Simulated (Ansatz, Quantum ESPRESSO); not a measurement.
# vacuum gap of 3.5 Å between two Ta(100) faces: ballistic transmission, part 3 of 4

How well does the junction conduct in the ballistic limit? It is: vacuum gap of 3.5 Å between two Ta(100) faces.

Quantum ESPRESSO 7.5; plane-wave DFT, PBE, JTH PAW pseudopotentials; cross-check by Ansatz 0.2.0 with PAW datasets.

So far. Step 3 (Transmission with pwcond.x): The run is unpolarised; a magnetic state was not tried, may lie lower and would change T. Step 3 (Transmission with pwcond.x): At no point does T exceed the number of channels.

## 4. Transmission with pwcond.x, with epsproj = 0.001

Level of this step: transmission by pwcond, lead and junction from one cell; plane-wave DFT, PBE, JTH PAW pseudopotentials (Quantum ESPRESSO).

How much does a setting matter? One run is repeated with a change.

cond.w.in reads:

```
&inputcond
  outdir = './out'
  prefixt = 'scf'
  tran_file = 'cond.w.dat'
  bdl = 2.0000000000
  bds = 10.5542168675
  ikind = 1
  ewind = 4.0
  epsproj = 0.001
  nz1 = 7
  energy0 = 0.4
  denergy = -0.4
/
28
  0.00000000 0.00000000 0.00694444
  0.00000000 0.08333333 0.02777778
  0.00000000 0.16666667 0.02777778
  0.00000000 0.25000000 0.02777778
  0.00000000 0.33333333 0.02777778
  0.00000000 0.41666667 0.02777778
  0.00000000 0.50000000 0.01388889
  0.08333333 0.08333333 0.02777778
  0.08333333 0.16666667 0.05555556
  0.08333333 0.25000000 0.05555556
  0.08333333 0.33333333 0.05555556
  0.08333333 0.41666667 0.05555556
  0.08333333 0.50000000 0.02777778
  0.16666667 0.16666667 0.02777778
  0.16666667 0.25000000 0.05555556
  0.16666667 0.33333333 0.05555556
  0.16666667 0.41666667 0.05555556
  0.16666667 0.50000000 0.02777778
  0.25000000 0.25000000 0.02777778
  0.25000000 0.33333333 0.05555556
  0.25000000 0.41666667 0.05555556
  0.25000000 0.50000000 0.02777778
  0.33333333 0.33333333 0.02777778
  0.33333333 0.41666667 0.05555556
  0.33333333 0.50000000 0.02777778
  0.41666667 0.41666667 0.02777778
  0.41666667 0.50000000 0.02777778
  0.50000000 0.50000000 0.00694444
3
```

Run with:

```console
> OMP_NUM_THREADS=1 mpirun -n 4 pwcond.x -in cond.w.in > cond.w.out
```

Log:

```text
[banner, memory and clock lines left out]
Program PWCOND v.7.5 starts
[citation notice left out]

[...]
./out/scf.save/
     file Ta.GGA_PBE-JTH.UPF: wavefunction(s)  5S 6S 5P 6P 5D 0D renormalized

     IMPORTANT: XC functional enforced from input :
     Exchange-correlation= PBE
                           (   1   4   3   4   0   0   0)
     Any further DFT definition will be discarded
     Please, verify this is what you really want

     Reading collected, re-writing distributed wavefunctions

===== INPUT FILE containing all the regions =====

     GEOMETRY:

     lattice parameter (alat)  =       6.2739  a.u.
     the volume                =    2606.3748 (a.u.)^3
     the cross section         =      39.3617 (a.u.)^2
     l of the unit cell        =      10.5542 (alat)
     number of atoms/cell      =           20
     number of atomic types    =            1

     crystal axes: (cart. coord. in units of alat)
               a(1) = (  1.0000  0.0000  0.0000 )
               a(2) = (  0.0000  1.0000  0.0000 )
               a(3) = (  0.0000  0.0000 10.5542 )

   Cartesian axes

     site n.     atom                  positions (alat units)
          1        Ta     tau(  1)=(  0.0000  0.0000 10.5542  )
          2        Ta     tau(  2)=(  0.5000  0.5000  0.5000  )
          3        Ta     tau(  3)=(  0.0000  0.0000  1.0000  )
          4        Ta     tau(  4)=(  0.5000  0.5000  1.5000  )
          5        Ta     tau(  5)=(  0.0000  0.0000  2.0000  )
          6        Ta     tau(  6)=(  0.5000  0.5000  2.5000  )
          7        Ta     tau(  7)=(  0.0000  0.0000  3.0000  )
          8        Ta     tau(  8)=(  0.5000  0.5000  3.5000  )
          9        Ta     tau(  9)=(  0.0000  0.0000  4.0000  )
         10        Ta     tau( 10)=(  0.5000  0.5000  4.5000  )
         11        Ta     tau( 11)=(  0.0000  0.0000  5.5542  )
         12        Ta     tau( 12)=(  0.5000  0.5000  6.0542  )
         13        Ta     tau( 13)=(  0.0000  0.0000  6.5542  )
         14        Ta     tau( 14)=(  0.5000  0.5000  7.0542  )
         15        Ta     tau( 15)=(  0.0000  0.0000  7.5542  )
         16        Ta     tau( 16)=(  0.5000  0.5000  8.0542  )
         17        Ta     tau( 17)=(  0.0000  0.0000  8.5542  )
         18        Ta     tau( 18)=(  0.5000  0.5000  9.0542  )
         19        Ta     tau( 19)=(  0.0000  0.0000  9.5542  )
         20        Ta     tau( 20)=(  0.5000  0.5000 10.0542  )

     nr1s                      =           27
     nr2s                      =           27
     nr3s                      =          288
     nr1sx                     =           27
     nr2sx                     =           27
     nr3sx                     =          288
     nr1                       =           40
     nr2                       =           40
     nr3                       =          400
     nr1x                      =           40
     nr2x                      =           40
     nr3x                      =          400

 _______________________________
  Radii of nonlocal spheres:

     type       ibeta     ang. mom.          radius (alat units)
       Ta         1         0                    0.3812
       Ta         2         0                    0.3812
       Ta         3         1                    0.3812
       Ta         4         1                    0.3812
       Ta         5         2                    0.3812
       Ta         6         2                    0.3812
----- General information -----

--- T calc. with identical leads (ikind=1) ---

     nrx                       =           27
     nry                       =           27
     nz1                       =            7

     energy0               =         4.0E-01
     denergy               =        -4.0E-01
     nenergy               =          3
     ecut2d                =         4.5E+01
     ewind                 =         4.0E+00
     epsproj               =         1.0E-03

     number of k_|| points=   28
                       cryst. coord.
        k(    1) = (   0.0000000   0.0000000), wk =   0.0069444
        k(    2) = (   0.0000000   0.0833333), wk =   0.0277778
[...]
k(   28) = (   0.5000000   0.5000000), wk =   0.0069444
----- Information about left/right lead -----

     nocros                   =           18
     noins                    =           54
     norb                     =           90
     norbf                    =          306
     nrz                      =           55

      iorb      type   ibeta   ang. mom.   m       position (alat)
        1        1       1        0        1   taunew(   1)=(  0.0000  0.0000  0.0000)
        2        1       2        0        1   taunew(   2)=(  0.0000  0.0000  0.0000)
[...]
90        1       6        2        5   taunew(  90)=(  0.0000  0.0000  2.0000)
----- Information about scattering region -----

     noins                    =          270
     norb                     =          306
     norbf                    =          306
     nrz                      =          233

      iorb      type   ibeta   ang. mom.   m       position (alat)
        1        1       1        0        1   taunew(   1)=(  0.0000  0.0000  0.0000)
        2        1       2        0        1   taunew(   2)=(  0.0000  0.0000  0.0000)
[...]
306        1       6        2        5   taunew( 306)=(  0.0000  0.0000  8.5542)
 ngper, shell number =          137          22
 ngper, n2d =          137          57
---  E-Ef =    0.4000000  k =    0.0000000   0.0000000
---  ie =          1  ik =          1
 Nchannels of the left tip =            1
 Right moving states:
   k1(2pi/a)   k2(2pi/a)   E-Ef (eV)
   0.2147905  -0.0000004   0.4000000
 Left moving states:
   k1(2pi/a)   k2(2pi/a)   E-Ef (eV)
  -0.2147905  -0.0000004   0.4000000

 to transmit
 Band j to band i transmissions and reflections:
    j         i     |T_ij|^2    |R_ij|^2

    1 -->     1     0.01027     0.98973
   Total T_j, R_j =    0.01027  0.98973

E-Ef(ev), T(x2 spins) =    0.4000000   0.0205334
---  E-Ef =    0.0000000  k =    0.0000000   0.0000000
---  ie =          2  ik =          1
 Nchannels of the left tip =            1
 Right moving states:
   k1(2pi/a)   k2(2pi/a)   E-Ef (eV)
   0.1475725  -0.0000004   0.0000000
 Left moving states:
   k1(2pi/a)   k2(2pi/a)   E-Ef (eV)
  -0.1475725  -0.0000004   0.0000000

 to transmit
 Band j to band i transmissions and reflections:
    j         i     |T_ij|^2    |R_ij|^2

    1 -->     1     0.01023     0.98977
   Total T_j, R_j =    0.01023  0.98977

E-Ef(ev), T(x2 spins) =    0.0000000   0.0204548
---  E-Ef =   -0.4000000  k =    0.0000000   0.0000000
---  ie =          3  ik =          1
 Nchannels of the left tip =            1
 Right moving states:
   k1(2pi/a)   k2(2pi/a)   E-Ef (eV)
   0.0780853  -0.0000004  -0.4000000
 Left moving states:
   k1(2pi/a)   k2(2pi/a)   E-Ef (eV)
  -0.0780853  -0.0000004  -0.4000000

 to transmit
 Band j to band i transmissions and reflections:
    j         i     |T_ij|^2    |R_ij|^2

    1 -->     1     0.00973     0.99027
   Total T_j, R_j =    0.00973  0.99027

E-Ef(ev), T(x2 spins) =   -0.4000000   0.0194587
 ngper, shell number =          141          77
 ngper, n2d =          141          56
[... further energies and points left out ...]
---  E-Ef =    0.4000000  k =    0.5000000   0.5000000
---  ie =          1  ik =         28
 Nchannels of the left tip =            2
 Right moving states:
   k1(2pi/a)   k2(2pi/a)   E-Ef (eV)
  -0.4708294   0.0000353   0.4000000
  -0.4708294   0.0000353   0.4000000
 Left moving states:
   k1(2pi/a)   k2(2pi/a)   E-Ef (eV)
   0.4708294   0.0000353   0.4000000
   0.4708294   0.0000353   0.4000000

 to transmit
 Band j to band i transmissions and reflections:
    j         i     |T_ij|^2    |R_ij|^2

    1 -->     1     0.20502     0.79492
    1 -->     2     0.00000     0.00007
   Total T_j, R_j =    0.20502  0.79498

    2 -->     1     0.00000     0.00007
    2 -->     2     0.20502     0.79492
   Total T_j, R_j =    0.20502  0.79498

E-Ef(ev), T(x2 spins) =    0.4000000   0.8200736
---  E-Ef =    0.0000000  k =    0.5000000   0.5000000
---  ie =          2  ik =         28
 Nchannels of the left tip =            2
 Right moving states:
   k1(2pi/a)   k2(2pi/a)   E-Ef (eV)
   0.4181351   0.0000373   0.0000000
   0.4181351   0.0000373   0.0000000
 Left moving states:
   k1(2pi/a)   k2(2pi/a)   E-Ef (eV)
  -0.4181351   0.0000373   0.0000000
  -0.4181351   0.0000373   0.0000000

 to transmit
 Band j to band i transmissions and reflections:
    j         i     |T_ij|^2    |R_ij|^2

    1 -->     1     0.18501     0.81493
    1 -->     2     0.00000     0.00006
   Total T_j, R_j =    0.18501  0.81499

    2 -->     1     0.00000     0.00006
    2 -->     2     0.18501     0.81493
   Total T_j, R_j =    0.18501  0.81499

E-Ef(ev), T(x2 spins) =    0.0000000   0.7400522
---  E-Ef =   -0.4000000  k =    0.5000000   0.5000000
---  ie =          3  ik =         28
 Nchannels of the left tip =            2
 Right moving states:
   k1(2pi/a)   k2(2pi/a)   E-Ef (eV)
   0.2997314   0.0000406  -0.4000000
   0.2997314   0.0000406  -0.4000000
 Left moving states:
   k1(2pi/a)   k2(2pi/a)   E-Ef (eV)
  -0.2997314   0.0000406  -0.4000000
  -0.2997314   0.0000406  -0.4000000

 to transmit
 Band j to band i transmissions and reflections:
    j         i     |T_ij|^2    |R_ij|^2

    1 -->     1     0.17913     0.01563
    1 -->     2     0.00000     0.80525
   Total T_j, R_j =    0.17913  0.82087

    2 -->     1     0.00000     0.80525
    2 -->     2     0.17913     0.01563
   Total T_j, R_j =    0.17913  0.82087

E-Ef(ev), T(x2 spins) =   -0.4000000   0.7165098
   T_tot     0.40000      0.84651E+00
   T_tot     0.00000      0.10806E+01
   T_tot    -0.40000      0.82795E+00

[...]
```

Wall time 2.7 min (4 MPI ranks of Arm Neoverse V2, shared host); peak memory 0.36 GiB; 11 min of CPU time.

The changed values were drawn from a wide range, not chosen for quality; the comparison shows what they did here together.

Beside the run it was changed from:

```csv
quantity,this run,unchanged run,difference
"transmission at the Fermi level, one spin",0.5403,0.5321,0.0083
"lead channels at the Fermi level, one spin",2.660,2.604,0.056
wall time (s),162,266,
```

Over all energies T moves by up to 0.043, at 0.4 eV.

The physical values in this table move by up to 2.1 %.

## 5. The open system, with ikind = 2

One more run, with a changed input.

cond.bad.in reads:

```
&inputcond
  outdir = './out'
  prefixt = 'scf'
  tran_file = 'cond.bad.dat'
  bdl = 2.0000000000
  bds = 10.5542168675
  ikind = 2
  ewind = 4.0
  epsproj = 1e-05
  nz1 = 7
  energy0 = 0.4
  denergy = -0.4
/
28
  0.00000000 0.00000000 0.00694444
  0.00000000 0.08333333 0.02777778
  0.00000000 0.16666667 0.02777778
  0.00000000 0.25000000 0.02777778
  0.00000000 0.33333333 0.02777778
  0.00000000 0.41666667 0.02777778
  0.00000000 0.50000000 0.01388889
  0.08333333 0.08333333 0.02777778
  0.08333333 0.16666667 0.05555556
  0.08333333 0.25000000 0.05555556
  0.08333333 0.33333333 0.05555556
  0.08333333 0.41666667 0.05555556
  0.08333333 0.50000000 0.02777778
  0.16666667 0.16666667 0.02777778
  0.16666667 0.25000000 0.05555556
  0.16666667 0.33333333 0.05555556
  0.16666667 0.41666667 0.05555556
  0.16666667 0.50000000 0.02777778
  0.25000000 0.25000000 0.02777778
  0.25000000 0.33333333 0.05555556
  0.25000000 0.41666667 0.05555556
  0.25000000 0.50000000 0.02777778
  0.33333333 0.33333333 0.02777778
  0.33333333 0.41666667 0.05555556
  0.33333333 0.50000000 0.02777778
  0.41666667 0.41666667 0.02777778
  0.41666667 0.50000000 0.02777778
  0.50000000 0.50000000 0.00694444
3
```

Run with:

```console
> OMP_NUM_THREADS=1 mpirun -n 4 pwcond.x -in cond.bad.in > cond.bad.out
```

Log:

```text
[banner, memory and clock lines left out]
Program PWCOND v.7.5 starts

          URL

     ./out/scf.save/
     file Ta.GGA_PBE-JTH.UPF: wavefunction(s)  5S 6S 5P 6P 5D 0D renormalized

     IMPORTANT: XC functional enforced from input :
     Exchange-correlation= PBE
                           (   1   4   3   4   0   0   0)
     Any further DFT definition will be discarded
     Please, verify this is what you really want

     Reading collected, re-writing distributed wavefunctions

===== INPUT FILE containing all the regions =====

     GEOMETRY:

     lattice parameter (alat)  =       6.2739  a.u.
     the volume                =    2606.3748 (a.u.)^3
     the cross section         =      39.3617 (a.u.)^2
     l of the unit cell        =      10.5542 (alat)
     number of atoms/cell      =           20
     number of atomic types    =            1

     crystal axes: (cart. coord. in units of alat)
               a(1) = (  1.0000  0.0000  0.0000 )
               a(2) = (  0.0000  1.0000  0.0000 )
               a(3) = (  0.0000  0.0000 10.5542 )

   Cartesian axes

     site n.     atom                  positions (alat units)
          1        Ta     tau(  1)=(  0.0000  0.0000 10.5542  )
          2        Ta     tau(  2)=(  0.5000  0.5000  0.5000  )
          3        Ta     tau(  3)=(  0.0000  0.0000  1.0000  )
          4        Ta     tau(  4)=(  0.5000  0.5000  1.5000  )
          5        Ta     tau(  5)=(  0.0000  0.0000  2.0000  )
          6        Ta     tau(  6)=(  0.5000  0.5000  2.5000  )
          7        Ta     tau(  7)=(  0.0000  0.0000  3.0000  )
          8        Ta     tau(  8)=(  0.5000  0.5000  3.5000  )
          9        Ta     tau(  9)=(  0.0000  0.0000  4.0000  )
         10        Ta     tau( 10)=(  0.5000  0.5000  4.5000  )
         11        Ta     tau( 11)=(  0.0000  0.0000  5.5542  )
         12        Ta     tau( 12)=(  0.5000  0.5000  6.0542  )
         13        Ta     tau( 13)=(  0.0000  0.0000  6.5542  )
         14        Ta     tau( 14)=(  0.5000  0.5000  7.0542  )
         15        Ta     tau( 15)=(  0.0000  0.0000  7.5542  )
         16        Ta     tau( 16)=(  0.5000  0.5000  8.0542  )
         17        Ta     tau( 17)=(  0.0000  0.0000  8.5542  )
         18        Ta     tau( 18)=(  0.5000  0.5000  9.0542  )
         19        Ta     tau( 19)=(  0.0000  0.0000  9.5542  )
         20        Ta     tau( 20)=(  0.5000  0.5000 10.0542  )

     nr1s                      =           27
     nr2s                      =           27
     nr3s                      =          288
     nr1sx                     =           27
     nr2sx                     =           27
     nr3sx                     =          288
     nr1                       =           40
     nr2                       =           40
     nr3                       =          400
     nr1x                      =           40
     nr2x                      =           40
     nr3x                      =          400

 _______________________________
  Radii of nonlocal spheres:

     type       ibeta     ang. mom.          radius (alat units)
       Ta         1         0                    0.3812
       Ta         2         0                    0.3812
       Ta         3         1                    0.3812
       Ta         4         1                    0.3812
       Ta         5         2                    0.3812
       Ta         6         2                    0.3812

 %%%%%%%%%%%%%%%%%%%%%%%%%%%%%%%%%%%%%%%%%%%%%%%%%%%%%%%%%%%%%%%%%%%%%%%%%%%%%%
     Error in routine init_orbitals (1):
     Too big atomic spheres
 %%%%%%%%%%%%%%%%%%%%%%%%%%%%%%%%%%%%%%%%%%%%%%%%%%%%%%%%%%%%%%%%%%%%%%%%%%%%%%

     stopping ...
[the rest left out]
```

Elapsed: 2 s, on 4 MPI ranks; peak memory 0.33 GiB.

The input was rejected at the start.

The program's message: “Error in routine init_orbitals (1): Too big atomic spheres”

The change that led to it: inputcond.ikind = 2.

The message: “init_orbitals (1): Too big atomic spheres”. ikind = 2 asks for a second, right-hand lead, for which no boundary (bdr) or run was given; ikind = 1 fits one lead on both sides.

[end of part 3 of 4]

[Logs are printed without paths, hosts, clocks, repeated set-up lines and the standing remarks that a program may print on its own settings, such as how far it seeks lower states.]

[Hosts, paths, dates, database ids (printed as entryN), source tags and the programs' standing remarks are cut or masked in the printed files.]

[Maps of the electrostatic potential energy from Ansatz leave out the sawtooth potential of an applied field or a dipole correction, so their vacuum need not be flat; planar profiles and work functions include it.]
